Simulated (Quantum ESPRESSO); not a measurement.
**Barium (Im-3m): from the cell to the phonon bands**

How does Barium (Im-3m) vibrate, and is this structure a minimum?

Main program and level: Quantum ESPRESSO 7.5; DFT LDA, scalar-relativistic, plane waves, PseudoDojo norm-conserving pseudopotentials.

The database entry behind the starting cell differs from later determinations by our own check (0.1 to 0.3 % short, probably kX units), so it need not match the best structure at ambient conditions.

### 1. The structure

Symmetry: Im-3m, No. 229, cubic system. Conventional cell: a = 5.013 Å, b = 5.013 Å, c = 5.013 Å, α = 90.00°, β = 90.00°, γ = 90.00°. Nearest to Ba lie 8 Ba at 4.34 Å.

Coordinates:

```cif
data_structure
_symmetry_space_group_name_H-M 'Im-3m'
_symmetry_Int_Tables_number 229
_cell_length_a 5.0130
_cell_length_b 5.0130
_cell_length_c 5.0130
_cell_angle_alpha 90.000
_cell_angle_beta 90.000
_cell_angle_gamma 90.000
_cell_volume 125.98
loop_
_atom_site_label
_atom_site_type_symbol
_atom_site_symmetry_multiplicity
_atom_site_Wyckoff_symbol
_atom_site_fract_x
_atom_site_fract_y
_atom_site_fract_z
_atom_site_occupancy
Ba1 Ba 2 a 0.00000 0.00000 0.00000 1
```

### 2. A first look

A cheap run with smearing and empty bands tells whether the crystal has a gap, which decides between fixed occupations and smearing later on.

The input, probe.in:

```
&CONTROL
  calculation = 'scf'
  prefix      = 'x'
  outdir      = './tmp'
  pseudo_dir  = './pseudo'
  tprnfor     = .true.
  tstress     = .true.
  verbosity   = 'high'
/
&SYSTEM
  ibrav       = 3
  celldm(1)   = 9.47319706
  nat         = 1
  ntyp        = 1
  ecutwfc     = 63.0
  occupations = 'smearing'
  smearing    = 'gaussian'
  degauss     = 0.01
/
&ELECTRONS
  conv_thr         = 1.0d-07
  mixing_beta      = 0.7
  electron_maxstep = 100
/
ATOMIC_SPECIES
 Ba    137.3270  Ba.upf
ATOMIC_POSITIONS crystal
 Ba     0.000000000   0.000000000   0.000000000
K_POINTS automatic
 6 6 6 0 0 0
```

Started as:

```
$ OMP_NUM_THREADS=1 mpirun -n 4 pw.x -nk 4 -in probe.in > probe.out
```

The program printed:

```text
[banners, grids, parts of the stress and lines that vanish by symmetry left out]
Program PWSCF v.7.5
     bravais-lattice index     =            3
     lattice parameter (alat)  =       9.4732  a.u.
[...]
kinetic-energy cutoff     =      63.0000  Ry
     charge density cutoff     =     252.0000  Ry
     scf convergence threshold =      1.0E-07
[...]
Exchange-correlation= SLA  PW   NOGX NOGC
                           (   1   4   0   0   0   0   0)
[...]
48 Sym. Ops., with inversion, found
[...]
(     0          1          0      )
                  (     0          0          1      )
[...]
(  0.0000000  1.0000000  0.0000000 )
                  (  0.0000000  0.0000000  1.0000000 )
[...]
(     1         -1          1      )
                  (     1          0          0      )
[...]
(  1.0000000  0.0000000  0.0000000 )
                  (  0.0000000 -1.0000000  0.0000000 )
[...]
(     1          0          0      )
                  (     0          0         -1      )
[...]
( -1.0000000  0.0000000  0.0000000 )
                  (  0.0000000  1.0000000  0.0000000 )
[...]
number of k points=    16  Gaussian smearing, width (Ry)=  0.0100
[...]
End of self-consistent calculation
[...]
the Fermi energy is     5.6702 ev
!    total energy              =     -56.33513792 Ry
[...]
convergence has been achieved in   4 iterations
[...]
atom    1 type  1   force =     0.00000000    0.00000000    0.00000000
[...]
Total force =     0.000000     Total SCF correction =     0.000000
[...]
total   stress  (Ry/bohr**3)                   (kbar)     P=      -11.69
[...]
XML data file, charge density, pseudopotentials, collected wavefunctions

   JOB DONE.
```

Elapsed: 2.1 s, on 4 MPI ranks of Arm Neoverse V2, shared host.

Numbers from this step:

```
volume per atom   : 62.99 Å³
pressure          : -1.169 GPa
gap on the k-mesh : 0 eV
```

No gap opens on this mesh, so smearing is kept; the start stands at -1.2 GPa.

### 3. Relaxing the cell and atoms

The relaxation runs at a cutoff a fifth above that of the response, since stress converges more slowly with the basis than frequencies do. Forces and stress are brought to rest with tight thresholds.

The input, relax.in:

```
&CONTROL
  calculation   = 'vc-relax'
  prefix        = 'x'
  outdir        = './tmp'
  pseudo_dir    = './pseudo'
  tprnfor       = .true.
  tstress       = .true.
  forc_conv_thr = 2.0d-05
  etot_conv_thr = 1.0d-07
  nstep         = 40
/
&SYSTEM
  ibrav       = 3
  celldm(1)   = 9.47319706
  nat         = 1
  ntyp        = 1
  ecutwfc     = 76
  occupations = 'smearing'
  smearing    = 'mv'
  degauss     = 0.02
/
&ELECTRONS
  conv_thr         = 1.0d-11
  mixing_beta      = 0.7
  electron_maxstep = 100
/
&IONS
/
&CELL
  press_conv_thr = 0.2
/
ATOMIC_SPECIES
 Ba    137.3270  Ba.upf
ATOMIC_POSITIONS crystal
 Ba     0.000000000   0.000000000   0.000000000
K_POINTS automatic
 10 10 10 0 0 0
```

Started as:

```
$ OMP_NUM_THREADS=1 mpirun -n 4 pw.x -nk 4 -in relax.in > relax.out
```

The program printed:

```text
[banners, grids, parts of the stress and lines that vanish by symmetry left out]
[banner, memory and clock lines left out]
Program PWSCF v.7.5

[...]
kinetic-energy cutoff     =      76.0000  Ry
     charge density cutoff     =     304.0000  Ry
     scf convergence threshold =      1.0E-11
[...]
energy convergence thresh.=      1.0E-07
     force convergence thresh. =      2.0E-05
     press convergence thresh. =      2.0E-01
     Exchange-correlation= SLA  PW   NOGX NOGC
                           (   1   4   0   0   0   0   0)
[...]
48 Sym. Ops., with inversion, found
[...]
number of k points=    47  Marzari-Vanderbilt smearing, width (Ry)=  0.0200
[...]
End of self-consistent calculation
[...]
the Fermi energy is     5.6491 ev
!    total energy              =     -56.33493696 Ry
[...]
convergence has been achieved in   7 iterations
[...]
atom    1 type  1   force =     0.00000000    0.00000000    0.00000000
     Total force =     0.000000     Total SCF correction =     0.000000
[...]
total   stress  (Ry/bohr**3)                   (kbar)     P=      -12.42
[...]
number of bfgs steps    =   0
[...]
CELL_PARAMETERS (alat=  9.47319706)
[...]
ATOMIC_POSITIONS (crystal)
Ba               0.0000000000        0.0000000000        0.0000000000
[...]
New effective cutoffs (rho, wfc):  304.82   76.31
[...]
End of self-consistent calculation
[...]
the Fermi energy is     5.6958 ev
!    total energy              =     -56.33515983 Ry
[...]
convergence has been achieved in   4 iterations
[...]
atom    1 type  1   force =     0.00000000    0.00000000    0.00000000
     Total force =     0.000000     Total SCF correction =     0.000000
[...]
total   stress  (Ry/bohr**3)                   (kbar)     P=      -12.00
[...]
number of bfgs steps    =   1
[...]
WARNING: bfgs curvature condition failed, Theta= 0.831
[...]
CELL_PARAMETERS (alat=  9.47319706)
[...]
ATOMIC_POSITIONS (crystal)
Ba               0.0000000000        0.0000000000        0.0000000000
[...]
New effective cutoffs (rho, wfc):  306.77   76.80
[...]
End of self-consistent calculation
[...]
the Fermi energy is     5.7665 ev
!    total energy              =     -56.33547790 Ry
[...]
convergence has been achieved in   7 iterations
[...]
atom    1 type  1   force =     0.00000000    0.00000000    0.00000000
     Total force =     0.000000     Total SCF correction =     0.000000
[...]
total   stress  (Ry/bohr**3)                   (kbar)     P=      -11.35
[...]
number of bfgs steps    =   2
[...]
CELL_PARAMETERS (alat=  9.47319706)
[...]
ATOMIC_POSITIONS (crystal)
Ba               0.0000000000        0.0000000000        0.0000000000
[...]
New effective cutoffs (rho, wfc):  309.72   77.54
[...]
End of self-consistent calculation
[...]
the Fermi energy is     5.8744 ev
!    total energy              =     -56.33591762 Ry
[...]
convergence has been achieved in   7 iterations
[...]
atom    1 type  1   force =     0.00000000    0.00000000    0.00000000
     Total force =     0.000000     Total SCF correction =     0.000000
[...]
number of bfgs steps    =   4
[...]
New effective cutoffs (rho, wfc):  321.17   80.40
[...]
the Fermi energy is     6.2983 ev
!    total energy              =     -56.33714458 Ry
[...]
convergence has been achieved in   7 iterations
[...]
atom    1 type  1   force =     0.00000000    0.00000000    0.00000000
     Total force =     0.000000     Total SCF correction =     0.000000
[...]
total   stress  (Ry/bohr**3)                   (kbar)     P=       -6.02
[...]
number of bfgs steps    =   5
[...]
New effective cutoffs (rho, wfc):  332.02   83.12
[...]
the Fermi energy is     6.7093 ev
!    total energy              =     -56.33763501 Ry
[...]
convergence has been achieved in   6 iterations
[...]
atom    1 type  1   force =     0.00000000    0.00000000    0.00000000
     Total force =     0.000000     Total SCF correction =     0.000000
[...]
total   stress  (Ry/bohr**3)                   (kbar)     P=       -1.43
[...]
number of bfgs steps    =   6
[...]
New effective cutoffs (rho, wfc):  335.38   83.96
[...]
the Fermi energy is     6.8383 ev
!    total energy              =     -56.33766098 Ry
[...]
convergence has been achieved in   7 iterations
[...]
atom    1 type  1   force =     0.00000000    0.00000000    0.00000000
     Total force =     0.000000     Total SCF correction =     0.000000
[...]
total   stress  (Ry/bohr**3)                   (kbar)     P=        0.07
[...]
number of bfgs steps    =   7
[...]
CELL_PARAMETERS (alat=  9.47319706)
[...]
ATOMIC_POSITIONS (crystal)
Ba               0.0000000000        0.0000000000        0.0000000000
[...]
New effective cutoffs (rho, wfc):  335.21   83.92
[...]
End of self-consistent calculation
[...]
the Fermi energy is     6.8320 ev
!    total energy              =     -56.33766105 Ry
[...]
convergence has been achieved in   5 iterations
[...]
atom    1 type  1   force =     0.00000000    0.00000000    0.00000000
     Total force =     0.000000     Total SCF correction =     0.000000
[...]
total   stress  (Ry/bohr**3)                   (kbar)     P=       -0.00
[...]
bfgs converged in   9 scf cycles and   8 bfgs steps
[...]
End of BFGS Geometry Optimization
     Final enthalpy           =     -56.3376610463 Ry
     File ./tmp/x.bfgs deleted, as requested
[...]
CELL_PARAMETERS (alat=  9.47319706)
[...]
ATOMIC_POSITIONS (crystal)
Ba               0.0000000000        0.0000000000        0.0000000000
[...]
Final scf calculation at the relaxed structure.
[...]
kinetic-energy cutoff     =      76.0000  Ry
     charge density cutoff     =     304.0000  Ry
     scf convergence threshold =      1.0E-13
[...]
press convergence thresh. =      2.0E-01
     Exchange-correlation= SLA  PW   NOGX NOGC
                           (   1   4   0   0   0   0   0)
[...]
48 Sym. Ops., with inversion, found
[...]
number of k points=    47  Marzari-Vanderbilt smearing, width (Ry)=  0.0200
[...]
c_bands:  1 eigenvalues not converged
     c_bands:  3 eigenvalues not converged
     c_bands:  1 eigenvalues not converged
     c_bands:  2 eigenvalues not converged
[...]
c_bands:  1 eigenvalues not converged
     c_bands:  2 eigenvalues not converged
[...]
End of self-consistent calculation
[...]
the Fermi energy is     6.8320 ev
!    total energy              =     -56.33765936 Ry
[...]
convergence has been achieved in   8 iterations
[...]
atom    1 type  1   force =     0.00000000    0.00000000    0.00000000
     Total force =     0.000000     Total SCF correction =     0.000000
[...]
total   stress  (Ry/bohr**3)                   (kbar)     P=       -0.01
[...]
XML data file, charge density, pseudopotentials, collected wavefunctions
```

It took 53 s on 4 MPI ranks.

Step by step:

```
step  energy less that of the first step (eV)  largest force (eV/Å)  pressure (GPa)  volume (Å³)
   1                                   0.0000                0.0000           -1.24        62.99
   2                                  -0.0030                0.0000           -1.20        62.59
   3                                  -0.0074                0.0000           -1.14        62.00
   4                                  -0.0133                0.0000           -1.03        61.11
   5                                  -0.0211                0.0000           -0.87        59.80
   6                                  -0.0300                0.0000           -0.60        57.88
   7                                  -0.0367                0.0000           -0.14        55.06
   8                                  -0.0371                0.0000            0.01        54.24
   9                                  -0.0371                0.0000            0.00        54.28
  10                                  -0.0370                0.0000            0.00        54.28
```

```
conventional cell, symmetrised  before  after   change
                         a (Å)   5.013  4.770   -4.8 %
                         b (Å)   5.013  4.770   -4.8 %
                         c (Å)   5.013  4.770   -4.8 %
              volume (Å³/atom)   62.99  54.28  -13.8 %
```

The relaxed structure:

```xyz
1
Lattice="2.3851 2.3851 2.3851 -2.3851 2.3851 2.3851 -2.3851 -2.3851 2.3851" Properties=species:S:1:pos:R:3 pbc="T T T"
Ba    0.0000    0.0000    0.0000
```

The last row of the table of steps is pw.x's closing run on a basis chosen anew for the final cell, so its energy can jump.

This step gave:

```
volume per atom : 54.28 Å³
pressure        : -0.001 GPa
```

The volume changes by -13.8 % from the cell with which this run began.

### 4. Ground state

Perturbation theory inherits every error of the wavefunctions, so the threshold is set near the limit of the arithmetic. Smearing stays on, as the first look found no gap above 0.3 eV.

The input, scf.in:

```
&CONTROL
  calculation = 'scf'
  prefix      = 'x'
  outdir      = './tmp'
  pseudo_dir  = './pseudo'
  tprnfor     = .true.
  tstress     = .true.
/
&SYSTEM
  ibrav       = 3
  celldm(1)   = 9.01454142
  nat         = 1
  ntyp        = 1
  ecutwfc     = 63.0
  occupations = 'smearing'
  smearing    = 'mv'
  degauss     = 0.02
/
&ELECTRONS
  conv_thr         = 1.0d-12
  mixing_beta      = 0.7
  electron_maxstep = 100
/
ATOMIC_SPECIES
 Ba    137.3270  Ba.upf
ATOMIC_POSITIONS crystal
 Ba     0.000000000   0.000000000   0.000000000
K_POINTS automatic
 12 12 12 0 0 0
```

Started as:

```
$ OMP_NUM_THREADS=1 mpirun -n 4 pw.x -nk 4 -in scf.in > scf.out
```

The program printed:

```text
[banners, grids, parts of the stress and lines that vanish by symmetry left out]
[banner, memory and clock lines left out]
Program PWSCF v.7.5

[...]
kinetic-energy cutoff     =      63.0000  Ry
     charge density cutoff     =     252.0000  Ry
     scf convergence threshold =      1.0E-12
[...]
Exchange-correlation= SLA  PW   NOGX NOGC
                           (   1   4   0   0   0   0   0)
[...]
48 Sym. Ops., with inversion, found
[...]
number of k points=    72  Marzari-Vanderbilt smearing, width (Ry)=  0.0200
[...]
End of self-consistent calculation
[...]
the Fermi energy is     6.8270 ev
!    total energy              =     -56.33769740 Ry
[...]
convergence has been achieved in   8 iterations
[...]
atom    1 type  1   force =     0.00000000    0.00000000    0.00000000
     Total force =     0.000000     Total SCF correction =     0.000000
[...]
total   stress  (Ry/bohr**3)                   (kbar)     P=       -0.12
[...]
XML data file, charge density, pseudopotentials, collected wavefunctions
```

It took 6.8 s on 4 MPI ranks.

Read from the output:

```yaml
pressure: -0.01200 GPa
```

The cell stands at -0.012 GPa, close enough for phonons.

(Continued in part 2 of 3.)

[Host names and launcher messages were left out of these logs when they were recorded.]

[Logs are printed without paths, hosts, clocks, repeated set-up lines and the standing remarks that a program may print on its own settings, such as how far it seeks lower states.]

[Hosts, paths, dates, database ids (printed as entryN), source tags and the programs' standing remarks are cut or masked in the printed files.]
